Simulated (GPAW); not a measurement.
A computed O K-edge spectrum of one site in a crystal of Mn and O, with its zero at a photon energy of about 528.6 eV (uncertain by a few eV). Method: GPAW, PBE, excited-electron core hole (neutral cell) in a small cell, dipole transitions, broadening that rises with energy.

Energy from the lowest empty level; intensity scaled to a mean of 1 over the first 20 eV:

```csv
E (eV),intensity
-2.0,0.00
-1.5,0.00
-1.0,0.00
-0.5,0.09
0.0,0.66
0.5,1.49
1.0,1.72
1.5,1.60
2.0,1.71
2.5,1.59
3.0,1.14
3.5,0.65
4.0,0.26
4.5,0.08
5.0,0.02
5.5,0.00
6.0,0.00
6.5,0.00
7.0,0.01
7.5,0.03
8.0,0.08
8.5,0.17
9.0,0.35
9.5,0.63
10.0,0.99
10.5,1.33
11.0,1.52
11.5,1.58
12.0,1.61
12.5,1.70
13.0,1.86
13.5,2.05
14.0,2.20
14.5,2.24
15.0,2.15
15.5,1.94
16.0,1.65
16.5,1.33
17.0,1.02
17.5,0.77
18.0,0.59
18.5,0.47
19.0,0.40
19.5,0.37
20.0,0.37
20.5,0.38
21.0,0.41
21.5,0.44
22.0,0.47
22.5,0.49
23.0,0.53
23.5,0.56
24.0,0.61
24.5,0.66
25.0,0.70
25.5,0.72
26.0,0.72
26.5,0.71
27.0,0.68
27.5,0.66
28.0,0.64
28.5,0.63
29.0,0.62
29.5,0.61
30.0,0.59
30.5,0.58
31.0,0.58
31.5,0.59
32.0,0.61
```

**Question.** What surroundings does the absorber have?

A K edge sees empty p states; the first features are O p mixed into the empty d states of the Mn neighbours, and the broad ones above probably into the cations' higher empty bands. It is atom 3 of MnO2 (Pyrolusite, P4_2/mnm), with 2 Mn at 1.88 Å and 1 Mn at 1.90 Å (distorted trigonal planar, site symmetry m2m). Its main maxima below 24 eV lie at 0.9 eV (1.72), 2.1 eV (1.73) and 14.4 eV (2.25). A near-edge spectrum doesn't fix the structure by itself; it is matched against candidates. The hole lies in one spin channel, while the script sums the empty states of both and takes the lower zero; where the two channels are split, this blurs and shifts the curve. The unit cell's mesh shows no gap over 0.35 eV. That is right for a metallic compound; for a small-gap or correlated insulator it would be the fault of the functional or of the assumed magnetic order, and the hole would be screened too well. The spins start ferromagnetically in a simple order, which needn't be the measured one; gap and edge can depend on it. The holes are only 6.2 Å apart, so the shape is probably not converged with cell size; no larger cell was run here. The mesh is coarse (0.29 Å⁻¹ between points), so small maxima may be mesh ripples. Lifetime broadening is put in by hand, and intensities beyond about 20 eV depend on it and on the partial waves; weight that the partial waves miss at high energy is lost. The structure is a published determination, not relaxed.

[Banner, clock and machine lines of the logs are left out without a mark of their own.]

[Logs are printed without paths, hosts, clocks, repeated set-up lines and the standing remarks that a program may print on its own settings, such as how far it seeks lower states.]

[Hosts, paths, dates, database ids (printed as entryN), source tags and the programs' standing remarks are cut or masked in the printed files.]

[Lists of maxima count a maximum above −3 eV only where it reaches 4 % of the highest in the window and stands out from its surroundings by 2 % of it (1.5 % where it reaches 55 %); shoulders and weaker maxima are passed over, and of the rest the first, up to two pre-edge ones and the few strongest are named.]
